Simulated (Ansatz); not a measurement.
# GaP (F-43m): phonons and vibrational spectra

How does GaP (F-43m) vibrate, and is this structure a minimum?

Method: DFT PBE, scalar-relativistic, plane waves, PAW; PAW set soft_1, in Ansatz 0.2.0.

Report form: the programs' logs are mostly left out.

## (1) Starting point

Symmetry: F-43m, No. 216, cubic system. Conventional cell: a = 5.451 Å, b = 5.451 Å, c = 5.451 Å, α = 90.00°, β = 90.00°, γ = 90.00°. Nearest to Ga lie 4 P at 2.36 Å. Nearest to P lie 4 Ga at 2.36 Å. Farther neighbours are not listed.

## (2) Relaxation

The cell and atoms are relaxed, since residual forces and stress would shift the frequencies.

File input.yaml:

```yaml
crystal:
  lattice:
    - [0.0, 2.72525, 2.72525]
    - [2.72525, 0.0, 2.72525]
    - [2.72525, 2.72525, 0.0]
  atoms:
    - { symbol: Ga, position: [0.0, 0.0, 0.0] }
    - { symbol: P, position: [0.25, 0.25, 0.25] }
kpoints:
  mp_grid: { grid: [8, 8, 8] }
hamiltonian:
  xc: pbe
  pseudopotentials: { kind: paw, azcp: { folder: soft_1 } }
scf:
  occupations: { method: gaussian, width: 0.02 }
output:
  forces: true
  stress: true
  eigenvalues: true
  write_density: true
  write_potential: true
  elf: true
  volumetric_format: npy
relax:
  adjacent_minimum: "off"
  f_tol: 0.005
  max_steps: 80
  cell: { stress_tol: 0.05 }
```

Launch:

```sh
$ ansatz run input.yaml --threads 4 --pin off --max-ram 10240MiB --backend cpu --events-out ev --progress --plain --runs-dir out
```

Elapsed: 2.6 s, on 4 threads of Intel Xeon Platinum 8488C (Sapphire Rapids), shared host; peak memory 0.39 GiB.

Step by step:

```tsv
step	energy less that of the first step (eV)	largest force component (eV/Å)	pressure (GPa)	volume (Å³)
1	0.0000	0.0000	2.53	40.48
2	-0.0086	0.0000	0.76	41.34
3	-0.0095	0.0000	0.04	41.72
4*	-0.0097	0.0000	0.04	41.72
```

Relaxation steps marked * repeat the geometry before them on a plane-wave basis chosen anew for their cell, so energy and pressure can jump there.

Forces are held to the 24 operations that the run works with; a distortion that breaks them can't arise in this run.

```tsv
conventional cell, symmetrised	before	after	change
a (Å)	5.451	5.506	+1.0 %
b (Å)	5.451	5.506	+1.0 %
c (Å)	5.451	5.506	+1.0 %
volume (Å³/atom)	20.24	20.86	+3.1 %
```

The relaxed structure:

```
Ga P
1.0
     0.00000    2.75279    2.75279
     2.75279    0.00000    2.75279
     2.75279    2.75279    0.00000
Ga P
1 1
Direct
  0.00000 0.00000 0.00000
  0.25000 0.25000 0.25000
```

Numbers from this step:

```
pressure           : 0.03930 GPa
gap on the k-mesh  : 1.582 eV
volume per atom    : 20.86 Å³
direct gap on mesh : 1.582 eV
```

Electrostatic potential energy in the ac plane of a cell with a along [110], b along [-110] and c along [001] of the cube at fractional y = 0.000, with atoms of Ga and P within 0.2 Å of it. With pseudopotentials it is smooth inside the atoms' cores, unlike the true potential.

Ten even steps from '_' (-41 eV) to '@' (29 eV), each cell a mean:
```
@@%%++**********++**@@@@%%++**********++**@@
##++++**==----++**++**##++++**==----++**++**
++****==..____--++**++++****==..____--++**++
******--______..++**********--______..++****
####**==..____::**########**==..____::**####
######**==----++**##########**==----++**####
########********##############********######
############################################
############################################
############################################
############################################
****##############********##############****
++++****########**++++++++****########**++++
%%##++**######****++%%%%##++**######****++%%
@@@@++**######**++##@@@@@@++**######**++##@@
```
Columns run along a (7.8 Å; values clipped at the 3rd and 97th percentile), rows up along c (5.5 Å), edges of the conventional cell, whose origin can differ from the input's. Atoms in or near the plane, at fractional coordinates: Ga at (0.50, 0.00), Ga at (0.00, 0.00), P at (0.75, 0.75), P at (0.25, 0.75).

Valence density in the ac plane of a cell with a along [110], b along [-110] and c along [001] of the cube at fractional y = 0.000, with atoms of Ga and P within 0.2 Å of it. It is the smooth field of the valence electrons, not physical close to the nuclei.

Values in e/Å³, 8 rows by 16 columns, each cell a mean:
```
10  1  0  0  0  0  1  6 10  1  0  0  0  0  1  6
 0  0  1  1  0  1  0  0  0  0  1  1  0  1  0  0
 0  0  0  1  0  1  0  0  0  0  0  1  0  1  0  0
 0  0  0  0  0  0  0  0  0  0  0  0  0  0  0  0
 0  0  0  0  0  0  0  0  0  0  0  0  0  0  0  0
 0  0  0  0  0  0  0  0  0  0  0  0  0  0  0  0
 0  0  0  0  0  0  0  0  0  0  0  0  0  0  0  0
18  2  0  0  0  0  1 10 18  2  0  0  0  0  1 10
```
Columns run along a (7.8 Å), rows up along c (5.5 Å), edges of the conventional cell, whose origin can differ from the input's. Atoms in or near the plane, at fractional coordinates: Ga at (0.50, 0.00), Ga at (0.00, 0.00), P at (0.75, 0.75), P at (0.25, 0.75).

ELF in the ac plane of a cell with a along [110], b along [-110] and c along [001] of the cube at fractional y = 0.000, with atoms of Ga and P within 0.2 Å of it. It is the smooth field of the valence electrons, not physical close to the nuclei.

Ten even steps from '_' (0.01) to '@' (0.88), each cell a mean:
```
__..--**%%%%%%##==::____..--**%%%%%%##==::__
..::++@@@@%%%%@@##--::..::++@@@@%%%%@@##--::
::==%%@@##::==@@@@**--::==%%@@##::==@@@@**--
::++%%%%--__..##@@##--::++%%%%--__..##@@##--
..--**##==::--**##++::..--**##==::--**##++::
__..==##%%######**--____..==##%%######**--__
____::++##%%##**--..______::++##%%##**--..__
______::==++==--..__________::==++==--..____
________......________________......________
____________________________________________
....______________........______________....
::::..__________..::::::::..__________..::::
::::::..______..::::::::::::..______..::::::
__..::::......::::::..__..::::......::::::..
..__::--========--..__..__::--========--..__
```
Columns run along a (7.8 Å), rows up along c (5.5 Å), edges of the conventional cell, whose origin can differ from the input's. Atoms in or near the plane, at fractional coordinates: Ga at (0.50, 0.00), Ga at (0.00, 0.00), P at (0.75, 0.75), P at (0.25, 0.75).

In this step the volume went from 20.24 to 20.86 Å³/atom.

## (3) Tight relaxation, k-mesh 8×8×8

Phonons need a cell at rest on their own settings, so the relaxation is repeated with tight tolerances on forces and stress, using the mesh and the filling of the phonon run that follows.

input.yaml, the sections that differ from step 2:

```yaml
crystal:
  lattice:
    - [0.0, 2.7527919381, 2.7527919381]
    - [2.7527919381, 0.0, 2.7527919381]
    - [2.7527919381, 2.7527919381, 0.0]
  atoms:
    - { symbol: Ga, position: [0.0, 0.0, 0.0] }
    - { symbol: P, position: [0.25, 0.25, 0.25] }
scf:
  occupations: { method: fixed }
output:
  forces: true
  stress: true
  eigenvalues: true
relax:
  adjacent_minimum: "off"
  f_tol: 0.001
  max_steps: 60
  cell: { stress_tol: 0.01 }
# kpoints, hamiltonian: as in step 2
```

The job ended after 2.2 s (4 threads; peak memory 0.38 GiB).

Little changed from the start: no atom moved by 0.005 Å and no cell edge by 0.1 %.

This step gave:

* pressure: 1.80e-4 GPa
* gap on the k-mesh: 1.578 eV
* volume per atom: 20.87 Å³
* direct gap on mesh: 1.578 eV

The forces vanish by symmetry and the pressure is 0.000 GPa, within the tolerances set. The cell now holds 20.87 Å³/atom.

## (4) A first phonon run

The phonons are first tried on the mesh that the gap suggested.

input.yaml, the sections that differ from step 3:

```yaml
crystal:
  lattice:
    - [0.0, 2.7532599317, 2.7532599317]
    - [2.7532599317, 0.0, 2.7532599317]
    - [2.7532599317, 2.7532599317, 0.0]
  atoms:
    - { symbol: Ga, position: [0.0, 0.0, 0.0] }
    - { symbol: P, position: [0.25, 0.25, 0.25] }
output:
  eigenvalues: true
phonons:
  method: dfpt
  dielectric: true
  rigid_motions: translations
# kpoints, hamiltonian, scf: as in step 3
# relax: removed
```

The job ended after 9.7 s (4 threads; peak memory 0.59 GiB).

Numbers from this step:

```yaml
sum_rule_residual_before_enforcement: 1.40e-4 eV/Å²
miss_of_the_charge_sum_rule: 5.29e-4 e
estimated_error_of_the_dielectric_tensor: 0.02904
estimated_error_of_the_born_charges: 0.01390 e
point_group: -43m
highest_optical_mode_at_the_zone_centre_no_lo_to_term: 344.7 cm⁻¹
lowest_optical_zone_centre_mode: 344.7 cm⁻¹
mean_high_frequency_dielectric_constant: 10.62
largest_born_charge_third_of_the_trace: 2.196 e
mean_static_dielectric_constant: 12.85
top_of_the_zone_centre_spectrum_with_the_field: 379.2 cm⁻¹
```

The highest optical mode at Γ without the field comes at 344.7 cm⁻¹, but the log warns of the mesh: “the force constants stand on the 8×8×8 k-mesh, whose period is 10.52 times the interband length at k = (0.0000, 0.0000, 0.0000), direct gap 1.578 eV, under 14: take them and everything formed from them as unconverged”.

## (5) Relaxing to small forces for the phonons, k-mesh 12×12×12

The k mesh is raised to 12×12×12 since a zone-centre run on the first mesh warned that it was too coarse for the force constants, and the cell is relaxed again on it.

input.yaml, the sections that differ from step 4:

```yaml
kpoints:
  mp_grid: { grid: [12, 12, 12] }
output:
  forces: true
  stress: true
  eigenvalues: true
relax:
  adjacent_minimum: "off"
  f_tol: 0.001
  max_steps: 60
  cell: { stress_tol: 0.01 }
# crystal, hamiltonian, scf: as in step 4
# phonons: removed
```

Run time: 1.9 s. Hardware: 4 threads; peak memory 0.42 GiB; 6.6 s of CPU time.

Little changed from the start: no atom moved by 0.005 Å and no cell edge by 0.1 %.

This step gave:

```yaml
pressure: 0.006546 GPa
```

The forces vanish by symmetry and the pressure is 0.007 GPa, within the tolerances set. The cell now holds 20.87 Å³/atom.

## (6) Linear response at the zone centre

The zone centre comes first: it holds the modes that light can see, as far as symmetry allows. The response to a homogeneous field gives the Born charges and the dielectric tensor.

Changes to input.yaml since step 5:

```diff
@@ -16,9 +16,6 @@
 output:
-  forces: true
-  stress: true
   eigenvalues: true
-relax:
-  adjacent_minimum: "off"
-  f_tol: 0.001
-  max_steps: 60
-  cell: { stress_tol: 0.01 }
+phonons:
+  method: dfpt
+  dielectric: true
+  rigid_motions: translations
```

Wall time 22 s (4 threads); peak memory 0.87 GiB; 81 s of CPU time.

Numbers from this step:

- sum-rule residual before enforcement: 1.31e-4 eV/Å²
- miss of the charge sum rule: 2.38e-4 e
- estimated error of the dielectric tensor: 0.03204
- estimated error of the Born charges: 0.01363 e
- highest optical mode at the zone centre (no LO-TO term): 344.6 cm⁻¹
- lowest optical zone-centre mode: 344.6 cm⁻¹
- top of the zone-centre spectrum with the field: 379.1 cm⁻¹

Without the LO-TO term. Patterns of degenerate modes are one choice out of their space. The modes at Γ (shares of kinetic energy by element, %):

```tsv
mode	frequency (cm⁻¹)	symmetry	Ga %	P %
1	0.0	acoustic	69	31
2	0.0	acoustic	69	31
3	0.0	acoustic	69	31
4	344.6	T2	31	69
5	344.6	T2	31	69
6	344.6	T2	31	69
```

Displacements in mode 6 (344.6 cm⁻¹), the largest set to 1:
```
Ga1  0.00 -0.44 -0.06
P2   0.00  1.00  0.14
```

Optical modes at the zone centre, without and with the macroscopic field of the longitudinal modes; each column is sorted by frequency, so a row need not hold one and the same mode. Modes with and without the field, by row:

```tsv
rank among optical modes	no field (cm⁻¹)	q along (1, 0, 0) (cm⁻¹)
1	344.6	344.6
2	344.6	344.6
3	344.6	379.1
```

Born charge (rows field, columns displacement) (e), principal values of the symmetric part by kind of site:

```tsv
atom	atoms with these values	low	middle	high	mean
Ga1	1	2.20	2.20	2.20	2.20
P2	1	-2.20	-2.20	-2.20	-2.20
```

In full for P2:

```
-2.20  0.00  0.00
 0.00 -2.20  0.00
 0.00  0.00 -2.20
```

High-frequency dielectric tensor:

```
10.62  0.00  0.00
 0.00 10.62  0.00
 0.00  0.00 10.62
```

Static dielectric tensor (ions relaxed, fixed cell):

```
12.85  0.00  0.00
 0.00 12.85  0.00
 0.00  0.00 12.85
```

Transverse modes. Infrared lines, with heights relative to the strongest:

```tsv
position (cm⁻¹)	label	relative intensity
345	T2	100
```

Before it was imposed, the acoustic sum rule was missed by 1.3e-4 eV/Å² and the charge sum rule by 2.4e-4 e. Small misses are needed for a sound result but don't prove that mesh and cutoff are converged. Against the first mesh the highest mode moved by -0.1 cm⁻¹. The lowest optical mode is real, 345 cm⁻¹.

The log warns of the k mesh: “the force constants stand on the 12×12×12 k-mesh, whose period is 12.45 times the interband length at k = (0.0000, 0.0000, 0.0000), direct gap 1.578 eV, under 14: take them and everything formed from them as unconverged”.

## (7) The dispersion

Stability and thermal properties need the whole zone. Linear response on a 4×4×4 q mesh gives force constants as far as a supercell of that size would, and the tensors from the zone-centre run are typed in so that the long-range dipole term is interpolated apart.

input.yaml, the sections that differ from step 6:

```yaml
phonons:
  method: dfpt
  qmesh: [4, 4, 4]
  temperatures: { t_max: 1000, t_step: 50 }
  qpath:
    path:
      - [[0.0, 0.0, 0.0], [-0.5, -0.5, 0.0], [-0.375, -0.375, 0.25]]
      - [[-0.375, 0.0, 0.375], [0.0, 0.0, 0.0], [0.0, 0.0, 0.5], [-0.5, -0.25, 0.25], [-0.5, -0.5, 0.0]]
    npoints: 10
  non_analytic_term:
    high_frequency_dielectric_tensor: [[10.619, 0.0, 0.0], [0.0, 10.619, 0.0], [0.0, 0.0, 10.619]]
    born_effective_charges:
      - { species: Ga, tensor: [[2.1961, 0.0, 0.0], [0.0, 2.1961, 0.0], [0.0, 0.0, 2.1961]] }
      - { species: P, tensor: [[-2.1961, 0.0, 0.0], [0.0, -2.1961, 0.0], [0.0, 0.0, -2.1961]] }
    source: "zone-centre run at this cell"
# crystal, kpoints, hamiltonian, scf, output: as in step 6
```

Run time: 2 min. Hardware: 4 threads; peak memory 2.3 GiB; 7.6 min of CPU time.

Numbers from this step:

* sum-rule residual before enforcement: 8.40e-5 eV/Å²
* lowest frequency on the path: 0 cm⁻¹
* highest frequency on the path or at a solved wavevector: 379.1 cm⁻¹
* mean frequency: 238.7 cm⁻¹
* Debye temperature (second moment): 491 K
* logarithmic mean frequency: 205.8 cm⁻¹
* lowest mode on the q mesh (acoustic modes at Γ apart): 65.89 cm⁻¹
* zero-point energy per atom: 44.39 meV
* heat capacity at 300 K: 21.98 J/(mol atoms K)
* vibrational entropy at 300 K: 26.85 J/(mol atoms K)
* edges of the widest gap between branches, on path and mesh: 241.2, 311.4 cm⁻¹

Frequencies (cm⁻¹) solved at each irreducible wavevector; negative means imaginary. Frequencies by wavevector, by row:

```tsv
q in reciprocal lattice units	star	mode 1	mode 2	mode 3	mode 4	mode 5	mode 6
0 0 0	1	0	0	0	344.6	344.6	344.6
0 0 0.25	8	65.9	65.9	154.1	341.7	341.7	368.1
0 0 -0.5	4	80.2	80.2	224.3	341.7	341.7	351.6
0 0.25 0.25	6	87.5	87.5	158.7	339.8	339.8	370
0 0.25 -0.5	24	97.9	126	204.5	326.4	339.7	368.4
0 0.25 -0.25	12	92.9	125.5	184.3	327.7	338.1	371.9
0 -0.5 -0.5	3	101.7	101.7	241.2	341.2	341.2	348.6
0.25 -0.5 -0.25	6	118.8	138.6	207.1	311.4	343.1	372.6
```

Interpolated from a 4×4×4 q mesh, with the LO-TO term (at Γ the limit along the path; where Γ stands inside the path, tables give the limit on arrival). The phonon branches at the labelled points (cm⁻¹):

```tsv
point	branch 1	branch 2	branch 3	branch 4	branch 5	branch 6
Γ	0	0	0	345	345	379
halfway	88	88	159	340	340	370
X	102	102	241	341	341	349
halfway	103	113	234	329	340	361
U	105	128	217	319	339	372
jump to K	105	128	217	319	339	372
halfway	77	108	158	340	340	367
Γ	0	0	0	345	345	379
halfway	66	66	154	342	342	368
L	80	80	224	342	342	352
halfway	101	122	206	322	340	370
W	119	139	207	311	343	373
halfway	110	118	227	322	342	365
X	102	102	241	341	341	349
```

Tetrahedra on a 20×20×20 mesh, mean over bins of 5 cm-1. Interpolated from a 4×4×4 q mesh. Table of phonon density of states by wavenumber; read off at these points:

```tsv
wavenumber (cm⁻¹)	phonon density of states (1/cm⁻¹/cell)
2	0
18	2.3e-4
28	6.7e-4
42	0.00188
52	0.00321
68	0.00706
82	0.0254
92	0.0313
102	0.0542
108	0.0434
118	0.0274
132	0.0222
142	0.00234
158	0.0035
172	0.00545
182	0.0077
198	0.0165
208	0.0345
222	0.00657
238	0.00142
248	0
262	0
272	0
288	0
298	0
312	0.00628
328	0.0307
338	0.102
342	0.170
352	0.00183
362	0.0354
368	0.0843
378	0.00479
```

The partial phonon density of states has structure finer than the step of the table below, so its rows give means over 10 cm⁻¹, whole bins alone (the curve runs from -10 to 400 cm⁻¹). Peaks (cm⁻¹: height): Ga 103.4: 0.0391, 206.5: 0.0312, 340.6: 0.0373, 368.9: 0.0117; P 340.6: 0.128, 368.9: 0.0611.

Phonopy on the run's constants, 17x17x17 mesh, Gaussian sigma 2.9 cm-1. Interpolated from a 4×4×4 q mesh. Table of partial phonon density of states by wavenumber; means over each step; values in 1/cm⁻¹/cell:

```tsv
wavenumber (cm⁻¹)	Ga	P
0	3.8e-5	1.9e-5
10	3.5e-5	1.3e-5
20	3.1e-4	1.4e-4
30	4.7e-4	2.0e-4
40	0.00145	6.1e-4
50	0.00195	7.8e-4
60	0.00345	0.00133
70	0.00656	0.00238
80	0.0147	0.00493
90	0.0229	0.00700
100	0.0341	0.00901
110	0.0317	0.00741
120	0.0229	0.00499
130	0.0200	0.00399
140	0.00464	0.00112
150	0.00214	6.3e-4
160	0.00293	7.7e-4
170	0.00422	9.6e-4
180	0.00609	0.00115
190	0.00965	0.00133
200	0.0212	0.00157
210	0.0231	0.00107
220	0.00911	3.4e-4
230	0.00356	9.2e-5
240	9.9e-4	1.2e-5
250	1.7e-5	0
260	0	0
270	0	0
280	0	0
290	0	0
300	2.5e-7	2.2e-5
310	1.4e-4	0.00545
320	0.00162	0.0260
330	0.00522	0.0308
340	0.0260	0.0906
350	0.00350	0.0125
360	0.00395	0.0238
370	0.00973	0.0509
380	0.00170	0.00789
390	3.8e-6	1.3e-5
```

[end of part 1 of 2]

[Logs are printed without paths, hosts, clocks, repeated set-up lines and the standing remarks that a program may print on its own settings, such as how far it seeks lower states.]

[Hosts, paths, dates, database ids (printed as entryN), source tags and the programs' standing remarks are cut or masked in the printed files.]
